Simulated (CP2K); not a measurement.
Two runs for the C K edge of carbon disulfide. Run A: CP2K XAS_TDP, all-electron GAPW, PBEh(45%), aug-cc-pVTZ, TDA, no relativity. Run B differs in one setting.

First lines with a strength over 0.0015. A:

| atom | energy (eV) | states | strength, one atom |
| --- | --- | --- | --- |
| C2 (bonded to 2 S) | 282.08 | 2 | 0.1368 |
|  | 288.88 | 1 | 0.0220 |
|  | 289.46 | 1 | 0.0154 |
|  | 291.22 | 2 | 0.0102 |
|  | 292.09 | 1 | 0.0138 |

B:

| atom | energy (eV) | states | strength, one atom |
| --- | --- | --- | --- |
| C2 (bonded to 2 S) | 281.95 | 2 | 0.1385 |
|  | 289.12 | 1 | 0.0453 |
|  | 291.83 | 2 | 0.0143 |
|  | 294.51 | 2 | 0.0343 |
|  | 298.57 | 1 | 0.0293 |

Question: Which was it: the basis, scalar relativity switched on, GW2X switched on, the functional?

The basis (basis from aug-cc-pVTZ to pc-2; the lines alone don't name the new value). A basis moves diffuse and continuum lines far more than the leading valence line. Against PBEh(45%) in aug-cc-pVTZ, the leading line moves by -0.13 eV, to 281.95 eV. The next line of C2 over the strength cut lies 7.17 eV higher, against 6.80.

[Hosts, paths, dates, database ids (printed as entryN), source tags and the programs' standing remarks are cut or masked in the printed files.]
